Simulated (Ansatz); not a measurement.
**Liquid hydrogen fluoride, relaxed from a frame at 293 K (184 atoms), step 2 of a relaxation**

The starting structure: 92 hydrogen fluoride placed at random, at 1.01 g/cm³; overlaps pushed apart, then 10 ps at 393 K with a harmonic two-site HF with charges of 0.5 e and a 12-6 site on F. Snapshot after 20 ps at 293 K and fixed volume. The starting density is a measured one.

Geometry: step 2 of a relaxation. Computed with Ansatz 0.2.0: Kohn-Sham DFT, r2SCAN, PAW (set soft_2), plane waves; cutoff 500 eV, Γ point, fermi-dirac smearing of 0.05 eV; density 1.01 g/cm³.

Extended XYZ; positions in Å, forces in eV/Å:

```xyz
184
Lattice="14.461 0.000 0.000 0.000 14.461 0.000 0.000 0.000 14.461" Properties=species:S:1:pos:R:3:forces:R:3 pbc="T T T"
F 3.47 6.59 14.15 -0.20 0.32 0.45
H 2.72 7.01 0.16 0.04 -0.33 -0.20
F 1.53 7.33 0.68 -0.46 -0.16 0.02
H 0.79 7.70 1.23 0.80 0.06 -0.67
F 13.49 5.19 1.25 0.07 -0.67 -0.51
H 14.20 5.35 1.86 0.34 0.41 0.65
F 14.19 7.72 9.78 -0.50 0.30 0.37
H 0.66 7.90 9.85 0.13 -0.02 0.03
F 0.38 12.79 3.79 -0.57 -0.73 -0.36
H 14.24 12.19 4.28 0.30 0.56 0.33
F 9.65 12.01 7.30 -0.02 -0.43 0.41
H 9.53 12.83 6.80 0.23 0.04 -0.25
F 10.15 9.49 2.45 0.56 0.20 -0.78
H 9.50 9.25 3.11 -0.17 -0.01 0.40
F 2.81 1.52 12.08 -0.41 0.03 -0.46
H 3.33 1.89 12.81 -0.18 -0.20 -0.18
F 10.14 4.20 2.59 -0.88 0.08 -0.20
H 10.44 4.55 3.43 0.47 0.11 0.41
F 4.67 6.39 8.84 0.00 -0.21 0.23
H 4.81 5.44 9.01 -0.04 -0.13 -0.14
F 12.44 6.62 8.66 -0.46 -0.01 0.14
H 13.02 7.27 9.07 0.24 -0.44 -0.26
F 11.40 0.32 13.85 -0.21 -0.09 0.02
H 10.84 14.02 13.56 0.59 0.52 0.15
F 7.37 1.49 2.20 -0.05 -0.11 0.55
H 7.19 0.59 2.58 -0.04 1.00 -0.61
F 11.70 1.17 2.94 -0.77 -0.31 0.22
H 10.78 1.25 3.26 0.74 0.40 0.01
F 13.41 2.51 7.20 -0.23 0.05 -0.20
H 13.33 3.01 8.01 0.18 0.07 0.40
F 3.57 11.84 4.94 0.29 0.17 -0.52
H 3.20 11.65 5.80 -0.28 -0.27 -0.01
F 6.72 5.93 10.97 0.63 -0.10 -1.11
H 6.16 5.85 11.71 -0.77 0.14 1.00
F 2.03 8.04 9.91 0.41 0.03 -0.32
H 2.84 8.22 10.40 0.01 0.06 0.19
F 3.07 12.66 13.45 0.06 0.44 -0.39
H 2.28 13.17 13.19 0.26 -0.32 0.36
F 1.54 4.26 13.20 0.21 0.35 -0.22
H 1.36 3.90 14.05 -0.34 -0.41 0.51
F 0.69 5.86 2.89 -0.25 0.15 -0.05
H 1.21 5.26 3.42 0.12 -0.40 -0.31
F 2.35 11.39 6.88 0.06 -0.63 -0.31
H 2.35 12.16 7.45 -0.13 0.09 0.40
F 11.76 10.92 6.76 0.29 -0.55 0.24
H 10.93 11.32 7.04 -0.46 0.48 -0.08
F 12.63 10.98 9.59 -0.11 -0.31 -0.22
H 13.27 11.44 9.03 -0.22 0.26 -0.08
F 11.23 5.00 4.55 0.30 0.09 0.10
H 11.30 5.30 5.48 -0.07 -0.22 -0.75
F 3.35 4.67 7.02 0.09 0.11 0.04
H 2.68 4.52 7.71 -0.28 -0.03 0.32
F 4.07 2.23 13.85 0.42 -0.21 0.15
H 4.45 2.72 0.13 -0.28 0.21 0.11
F 11.30 5.68 6.75 -0.32 -0.08 1.11
H 11.70 5.92 7.60 0.25 0.31 -0.49
F 6.89 13.86 2.91 0.90 -0.65 0.38
H 6.26 13.16 3.06 -0.82 -0.23 0.17
F 3.73 7.51 3.18 0.29 -0.56 -0.11
H 4.18 8.04 2.52 0.00 0.43 0.01
F 2.08 0.22 10.16 -0.46 0.23 -0.13
H 2.27 0.57 11.01 0.52 0.23 0.31
F 8.62 9.01 4.18 -0.29 -0.19 0.06
H 7.65 9.02 4.03 0.26 0.09 0.52
F 13.04 3.70 9.34 -0.11 0.01 -0.90
H 13.31 3.72 10.26 -0.20 -0.18 0.01
F 0.46 1.43 5.66 0.47 0.69 -0.42
H 14.40 2.04 6.21 -0.05 -0.03 0.26
F 14.07 13.86 6.29 -0.23 -0.34 -0.15
H 0.06 0.23 5.99 -0.29 -0.32 0.37
F 13.46 0.27 12.60 -0.33 0.47 -0.47
H 12.65 0.37 13.12 -0.08 -0.27 0.22
F 5.20 5.77 12.86 0.09 -0.36 0.00
H 4.41 6.03 13.36 0.57 0.08 -0.40
F 9.91 7.34 13.92 -0.11 0.32 -0.42
H 10.58 6.86 14.42 0.08 -0.03 -0.03
F 5.20 12.23 3.16 0.09 -0.39 -0.61
H 4.55 11.88 3.75 -0.10 0.25 0.60
F 5.94 9.10 12.25 0.25 0.68 0.39
H 6.79 8.98 12.68 0.00 -0.49 -0.16
F 8.11 8.63 13.14 0.26 0.16 -0.11
H 8.89 8.09 13.31 -0.43 0.09 0.31
F 4.61 8.59 8.15 -0.09 0.09 0.57
H 4.59 7.65 8.45 0.15 0.62 -0.33
F 9.46 9.10 10.41 0.08 0.00 -0.34
H 9.17 8.20 10.18 -0.01 0.34 0.50
F 4.15 8.34 10.99 -0.15 -0.22 -0.11
H 4.86 8.65 11.56 -0.16 -0.15 -0.14
F 8.85 4.40 7.73 -0.19 -0.18 -0.20
H 9.43 4.35 8.51 -0.31 0.26 -0.12
F 1.97 7.58 4.80 0.57 -0.30 0.36
H 2.75 7.40 4.25 -0.68 0.53 0.06
F 3.58 11.00 0.61 0.00 -0.14 0.32
H 3.42 11.74 0.01 -0.16 -0.28 0.01
F 4.94 3.33 1.22 0.34 0.01 0.37
H 4.91 3.92 2.00 0.02 0.04 -0.11
F 9.55 8.62 6.89 0.37 -0.13 -0.13
H 10.26 8.57 6.25 -0.14 0.00 0.32
F 8.78 6.85 10.07 -0.18 -0.16 -0.19
H 7.93 6.57 10.42 0.14 0.06 0.15
F 12.57 10.98 11.95 -0.04 -0.36 0.00
H 12.59 10.95 10.97 0.18 0.31 0.09
F 6.39 12.14 7.18 -0.02 -0.09 -0.43
H 6.88 11.33 7.09 0.30 -0.25 0.17
F 14.43 8.45 1.85 -0.44 0.39 1.03
H 13.69 9.06 1.79 -0.43 -0.08 -0.23
F 10.19 4.56 9.66 0.56 -0.36 -0.26
H 10.24 4.84 10.57 -0.22 0.10 0.44
F 11.68 8.11 5.57 0.28 0.22 -0.20
H 12.63 8.16 5.39 -0.51 -0.18 0.16
F 9.46 10.91 12.03 -0.34 -0.32 -0.02
H 9.39 10.13 11.45 0.19 0.11 0.01
F 2.90 2.09 3.56 0.53 -0.10 -0.19
H 2.46 1.21 3.49 -0.08 0.49 0.23
F 4.80 4.76 5.24 0.55 -0.04 0.30
H 4.17 4.63 5.97 -0.03 0.14 -0.42
F 11.01 12.13 1.59 0.12 0.17 -0.25
H 11.58 12.09 0.80 -0.24 -0.06 0.45
F 13.70 2.11 1.94 -1.05 -0.77 0.65
H 12.82 1.76 2.17 0.25 0.34 0.06
F 12.45 9.84 1.55 0.41 0.15 -0.18
H 11.59 9.89 1.94 -0.34 -0.35 0.31
F 4.66 8.97 5.88 -0.40 0.22 -0.38
H 4.65 8.85 6.86 0.14 -0.20 -0.09
F 10.97 2.96 0.80 0.00 -0.04 -0.15
H 10.63 3.56 1.50 0.46 -0.33 -0.28
F 2.02 4.21 3.99 0.17 0.12 0.35
H 2.40 3.32 3.77 -0.42 0.16 -0.01
F 14.03 7.81 4.92 0.27 -0.13 0.12
H 0.51 7.60 5.02 -0.48 0.30 -0.38
F 1.69 4.36 8.61 -0.63 -0.06 0.14
H 1.64 4.59 9.58 0.23 -0.35 -0.91
F 7.88 3.21 0.74 -0.16 0.04 0.05
H 7.74 2.57 1.45 -0.06 -0.19 -0.20
F 13.40 11.45 5.14 -0.42 -0.59 0.36
H 12.73 11.26 5.86 0.38 0.40 -0.75
F 12.82 3.04 13.66 0.43 -0.45 0.41
H 12.11 2.94 14.29 -0.64 0.37 0.32
F 4.82 9.06 1.63 -0.02 -0.21 -0.04
H 4.27 9.73 1.23 0.07 0.28 -0.15
F 11.42 6.13 0.71 0.21 -0.51 0.53
H 12.28 5.71 0.95 -0.21 0.54 -0.11
F 1.00 3.15 0.89 -0.22 -0.09 0.42
H 0.21 2.75 1.35 1.13 0.70 -1.10
F 14.01 12.31 8.12 0.08 0.18 -0.30
H 13.92 12.93 7.37 0.33 -0.17 0.49
F 1.96 14.45 3.49 -0.10 -0.86 -0.11
H 1.32 13.72 3.69 0.30 0.61 0.04
F 13.57 3.81 11.59 0.53 0.27 0.62
H 13.27 3.52 12.48 -0.22 0.09 -0.66
F 10.24 12.93 12.98 -0.43 -0.33 -0.20
H 9.96 12.07 12.63 0.17 0.23 -0.03
F 2.29 13.20 8.36 0.13 0.68 0.19
H 2.33 13.86 9.07 -0.02 -0.51 -0.11
F 1.81 4.77 10.85 0.34 0.59 0.91
H 1.69 4.72 11.80 -0.24 -0.41 -0.18
F 5.12 4.92 2.94 0.16 0.49 0.06
H 5.01 4.99 3.91 -0.32 -0.46 -0.46
F 5.02 1.97 8.35 -0.02 -0.48 -0.32
H 5.13 1.01 8.23 0.15 0.61 0.10
F 10.37 5.19 11.99 0.45 -0.01 -0.16
H 9.80 4.89 12.70 -0.44 0.03 0.20
F 4.75 4.13 9.38 0.17 -0.68 0.27
H 4.96 3.27 8.98 -0.18 0.42 0.14
F 9.53 1.51 4.17 -0.20 -0.33 -0.16
H 9.20 2.08 4.91 0.71 -0.62 -0.87
F 9.60 13.95 5.94 -0.13 0.36 -0.15
H 9.91 13.77 5.05 -0.13 0.04 0.32
F 10.56 13.01 3.94 0.33 -0.27 -0.39
H 10.85 12.77 3.06 -0.18 0.06 -0.04
F 6.26 9.17 4.17 0.08 0.17 -0.93
H 5.61 9.15 4.89 -0.04 -0.24 0.63
F 8.74 4.82 13.75 -0.16 0.03 -0.01
H 8.33 4.16 14.35 0.51 0.29 -0.33
F 9.06 3.08 5.74 -0.26 0.79 0.34
H 8.98 3.60 6.55 0.03 0.01 0.43
F 1.14 13.82 12.68 -0.02 0.14 -0.38
H 0.30 14.31 12.61 0.10 -0.41 0.50
F 12.52 11.87 14.16 0.40 0.19 -0.22
H 12.57 11.57 13.23 -0.23 0.13 0.41
F 5.38 14.07 8.07 -0.48 0.27 0.39
H 5.74 13.27 7.71 0.26 -0.09 -0.04
F 7.57 10.02 6.97 -0.03 -0.49 -0.05
H 8.35 9.45 6.92 -0.15 0.49 -0.12
```

The network of bonds at the start is that of the classical potential that made the cell. Only the Γ point is sampled, in a cell whose shortest periodic width is 14 Å.

The r.m.s. force component is 0.363 eV/Å; the longest force, 1.73 eV/Å, acts on H144. The energy lies 26.6 meV/atom below that of the first step of this run.

[Logs are printed without paths, hosts, clocks, repeated set-up lines and the standing remarks that a program may print on its own settings, such as how far it seeks lower states.]

[Hosts, paths, dates, database ids (printed as entryN), source tags and the programs' standing remarks are cut or masked in the printed files.]
